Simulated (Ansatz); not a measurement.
# AlH3 (Fd-3m): the gap up the ladder of methods, part 2 of 2

What gap does each level of theory give for AlH3 (Fd-3m), and in what time?

Ansatz 0.2.0; density functionals, hybrids and G0W0, plane waves, PAW. Known limits of the many-body steps: finite bands, screening cutoff and k mesh; no spin-orbit coupling in G0W0.

So far. Step 5 (G0W0@LDA, 4×4×4 mesh, 831 empty bands, screening to 160 …): Over all 8 irreducible mesh points the G0W0 gap is 5.214 eV, direct, at k = Γ. The LDA gap of this run on the mesh is 2.848 eV. Other states bound it: the two that bound the G0W0 gap lie 3.071 eV apart in LDA, so state for state the correction is 5.214 − 3.071 = +2.143 eV, while gap against gap it is 5.214 − 2.848 = +2.366 eV.

In doubt: masses and optical values from hybrid runs of this build are listed as unsure (steps 6, 7), which bears on the screening that GW takes from such a start.

### Step 7. G0W0@PBE0, 4×4×4 mesh, 386 empty bands, screening to 96 eV

This step: G0W0 on PBE0, plane waves, PAW.

input.yaml

```yaml
crystal:
  lattice:
    - [0.0, 4.48935055, 4.48935055]
    - [4.48935055, 0.0, 4.48935055]
    - [4.48935055, 4.48935055, 0.0]
  atoms:
    - { symbol: Al, position: [0.625, 0.125, 0.125] }
    - { symbol: Al, position: [0.125, 0.625, 0.125] }
    - { symbol: Al, position: [0.125, 0.125, 0.625] }
    - { symbol: Al, position: [0.125, 0.125, 0.125] }
    - { symbol: H, position: [0.80509041, 0.80509041, 0.19490959] }
    - { symbol: H, position: [0.19490959, 0.19490959, 0.80509041] }
    - { symbol: H, position: [0.80509041, 0.19490959, 0.80509041] }
    - { symbol: H, position: [0.19490959, 0.80509041, 0.19490959] }
    - { symbol: H, position: [0.19490959, 0.80509041, 0.80509041] }
    - { symbol: H, position: [0.80509041, 0.19490959, 0.19490959] }
    - { symbol: H, position: [0.44490959, 0.44490959, 0.05509041] }
    - { symbol: H, position: [0.05509041, 0.05509041, 0.44490959] }
    - { symbol: H, position: [0.44490959, 0.05509041, 0.44490959] }
    - { symbol: H, position: [0.05509041, 0.44490959, 0.05509041] }
    - { symbol: H, position: [0.05509041, 0.44490959, 0.44490959] }
    - { symbol: H, position: [0.44490959, 0.05509041, 0.05509041] }
kpoints:
  mp_grid: { grid: [4, 4, 4] }
hamiltonian:
  xc: pbe0
scf:
  occupations: { method: fixed }
gw:
  n_empty_bands: 386
  ecut_chi: 96
  qp_bands: [v4, c4]
  qp_kpoints: band_edges
  screening: { model: contour_deformation }
```

On the command line:

```
$ ansatz run input.yaml --threads 3 --pin off --max-ram 92160MiB --backend cuda --events-out ev --progress --plain --runs-dir out --devices 1 --max-vram 13GiB
```

Numbers of over 12 decimals in the logs are rounded to 6 here.

Log:

```text
GPUs: using 1 of 1 available (devices: 1).
[...]
GPU FFT provider: cuFFT
GPU libraries: cuBLAS 13.8.2, cuFFT 12.4.0, cuSOLVER 12.3.4
Crystal: 16 atoms, lattice volume = 180.959 Å³
Basis set: ecut = 420 eV, 3527 PW (Γ)
Bands: 28, of which v1, the nominal top of the filled ones, is band 12 counted from 1 (11 counted from 0)
Symmetry: 48 space group operations
[...]
k-points: 8 of 64
[...]
0    15      5.5487    -3.3646    -3.1381    -6.7248  0.8534     5.7711     5.7706  root
     0    16      5.5487    -3.3646    -3.1381    -6.7248  0.8534     5.7711     5.7706  root
[...]
7    13      4.1562    -6.7067    -3.1659   -10.3880  0.8418     4.6734     4.6716  root
     7    14      4.1562    -6.7067    -3.1659   -10.3880  0.8418     4.6734     4.6716  root
     7    15      5.9440    -5.2664    -3.5647    -9.3404  0.8358     6.4555     6.4533  root
     7    16      5.9440    -5.2664    -3.5647    -9.3404  0.8358     6.4555     6.4533  root
[key lines of the parts left out:]
Free energy (F): -2343.630442 eV
Fermi energy:    -1.232382 eV
```

Wall time 58 s (1 × NVIDIA H100 80GB HBM3 (shared by 6 runs) with 3 threads of AMD EPYC 7R13 (Zen 3), shared host); peak memory 1.7 GiB.

Numbers from this step:

```
bands summed                                    : 398
RPA ε∞ on this mesh (eigenvalues)               : 2.565, 2.565, 2.565
plane waves in the screening matrix             : 387
G0W0 gap over the corrected points              : 6.093 eV
k of the valence top                            : 0, 0, 0
k of the conduction bottom                      : 0, 0, 0
starting gap on the mesh                        : 5.076 eV
Z at the valence top                            : 0.8230
Z at the conduction bottom                      : 0.8626
least direct G0W0 gap over the corrected points : 6.093 eV
```

Over all 8 irreducible mesh points the G0W0 gap is 6.093 eV, direct, at k = Γ. The PBE0 gap of this run on the mesh is 5.076 eV. Other states bound it: the two that bound the G0W0 gap lie 5.261 eV apart in PBE0, so state for state the correction is 6.093 − 5.261 = +0.832 eV, while gap against gap it is 6.093 − 5.076 = +1.017 eV. G0W0@PBE0 against G0W0@HSE06 with 398 bands: 6.093 − 5.859 = +0.234 eV, with the same mesh, files and cutoffs, and both edges at the same k points.

### Step 8. The ladder

Each gap is the least one over the points named; times are wall times on shared hosts, not benchmarks. A G0W0 time includes the run's own self-consistent start. Runs with listed points see these and the mesh alone, so an edge that moves elsewhere is missed. Rows marked * are further runs, not shown as steps, whose inputs differ from the G0W0 step on the same start in the columns given; solver thresholds can differ too.

| level | mesh | files, cutoff | bands summed, screening | points | gap (eV) | valence top | conduction bottom | least direct gap (eV) | time |
| --- | --- | --- | --- | --- | --- | --- | --- | --- | --- |
| LDA | 4×4×4 | soft_2 PAW, 420 eV | - | mesh and path | 2.848 | Γ | (0.500, 0.000, 0.500) | 3.071 | 9 s |
| HSE06 | 4×4×4 | soft_2 PAW, 420 eV | - | mesh and listed points | 4.349 | Γ | (0.500, 0.000, 0.500) | 4.531 | 22 s |
| PBE0 | 4×4×4 | soft_2 PAW, 420 eV | - | mesh and listed points | 5.076 | Γ | (0.500, 0.000, 0.500) | 5.261 | 28 s |
| G0W0@LDA* | 4×4×4 | soft_2 PAW, 420 eV | 148, 48 eV | all 8 irreducible mesh points | 4.748 | Γ | Γ | 4.748 | 11 s |
| G0W0@LDA* | 4×4×4 | soft_2 PAW, 420 eV | 398, 96 eV | all 8 irreducible mesh points | 5.054 | Γ | Γ | 5.054 | 15 s |
| G0W0@LDA | 4×4×4 | soft_2 PAW, 420 eV | 843, 160 eV | all 8 irreducible mesh points | 5.214 | Γ | Γ | 5.214 | 50 s |
| G0W0@LDA* | 2×2×2 | soft_2 PAW, 420 eV | 398, 96 eV | all 3 irreducible mesh points | 5.008 | Γ | Γ | 5.008 | 8.4 s |
| G0W0@HSE06 | 4×4×4 | soft_2 PAW, 420 eV | 398, 96 eV | all 8 irreducible mesh points | 5.859 | Γ | Γ | 5.859 | 51 s |
| G0W0@PBE0 | 4×4×4 | soft_2 PAW, 420 eV | 398, 96 eV | all 8 irreducible mesh points | 6.093 | Γ | Γ | 6.093 | 58 s |

### Step 9. Summary of results

```yaml
lda_over_mesh_and_path: 2.848 eV
hse06_over_mesh_and_listed_points: 4.349 eV
pbe0_over_mesh_and_listed_points: 5.076 eV
g0w0_lda_843_bands_4x4x4_over_all_8_irreducible_mesh_points: 5.214 eV
g0w0_hse06_over_all_8_irreducible_mesh_points: 5.859 eV
g0w0_pbe0_over_all_8_irreducible_mesh_points: 6.093 eV
known_limits: finite bands, screening cutoff and k mesh; no spin-orbit coupling in G0W0
```

In words: The rows run from 2.848 eV (LDA) to 6.093 eV (G0W0@PBE0). They differ in mesh, bands and screening cutoff of G0W0 and the points over which the gap was sought as well as in level, so only pairs that share these are like for like. HSE06 against LDA: 4.349 − 2.848 = +1.501 eV, with the same mesh, files and cutoff, and both edges at the same k points. PBE0 against HSE06: 5.076 − 4.349 = +0.727 eV, with the same mesh, files and cutoff, and both edges at the same k points. G0W0@HSE06 against G0W0@LDA with 398 bands: 5.859 − 5.054 = +0.805 eV, with the same mesh, files and cutoffs, and both edges at the same k points. G0W0@PBE0 against G0W0@HSE06 with 398 bands: 6.093 − 5.859 = +0.234 eV, with the same mesh, files and cutoffs, and both edges at the same k points. G0W0@LDA (843 bands, 4×4×4) moves the gap of its own start on the mesh by 5.214 − 2.848 = +2.366 eV, with other states at the edges (they lie 3.071 eV apart at the start). Both edges that LDA shows over mesh and path lie at k points where levels were corrected. G0W0 has the conduction bottom at another k point than that. Levels at other points were not corrected, so a lower G0W0 gap elsewhere in the zone is not ruled out. G0W0@HSE06 moves the gap of its own start on the mesh by 5.859 − 4.349 = +1.510 eV, with other states at the edges (they lie 4.531 eV apart at the start). Both edges that HSE06 shows over mesh and listed points lie at k points where levels were corrected. G0W0 has the conduction bottom at another k point than that. Levels at other points were not corrected, so a lower G0W0 gap elsewhere in the zone is not ruled out. G0W0@PBE0 moves the gap of its own start on the mesh by 6.093 − 5.076 = +1.017 eV, with other states at the edges (they lie 5.261 eV apart at the start). Both edges that PBE0 shows over mesh and listed points lie at k points where levels were corrected. G0W0 has the conduction bottom at another k point than that. Levels at other points were not corrected, so a lower G0W0 gap elsewhere in the zone is not ruled out. For G0W0@LDA: from 148 bands and 48 eV to 843 bands and 160 eV the gap moves by 5.214 − 4.748 = +0.466 eV (rung by rung 4.748, 5.054, 5.214 eV); bands and screening cutoff rise together, so their parts are not told apart. A line in one over the bands through the two highest rungs gives 5.214 + (5.214 − 5.054) × 398 / (843 − 398) = 5.357 eV, and through the pair below 5.054 + (5.054 − 4.748) × 148 / (398 − 148) = 5.235 eV. The two differ by 0.122 eV, not under the 0.030 eV asked, so the law does not hold well over these rungs and the limit is not known. The other G0W0 rows are shown at one basis each (398 bands), so their distance from the limit is not known here. With the 2×2×2 mesh in place of the 4×4×4 mesh and all else as in the G0W0@LDA row with 398 bands, the gap differs by 5.008 − 5.054 = −0.046 eV, and that of the start by 2.844 − 2.848 = −0.004 eV. The G0W0 runs are scalar-relativistic. G0W0@LDA runs of this series with other atomic data on the same mesh, not shown as steps, give 5.025 eV (hard PAW, 900 eV, 414 bands, screening to 96 eV; the table's row with the same empty bands and screening cutoff has 5.054 eV); where bands and cutoffs differ too, the part of the files is not isolated.

[Paths, hosts, dates, memory and timing lines, banners, echoed tables and standing remarks are left out of the program output.]

[Logs are printed without paths, hosts, clocks, repeated set-up lines and the standing remarks that a program may print on its own settings, such as how far it seeks lower states.]

[Runs of the session that timed out or met a known fault of the program may be left out.]

[Cells called generated may have been cut or substituted from an entry of the Crystallography Open Database or the Materials Project.]

[Hosts, paths, dates, database ids (printed as entryN), source tags and the programs' standing remarks are cut or masked in the printed files.]

[Where an RPA ε∞ is given, it is that of the G0W0 mesh and is not shown converged in it. Names of k-points follow the symmetry that the program found, which can be lower than the space group named. Band edges on a path are those of the sampled points; other points can move an edge, and change direct to indirect where valleys lie close.]

[Hybrid gaps are those of their k-mesh and are not shown converged in it.]
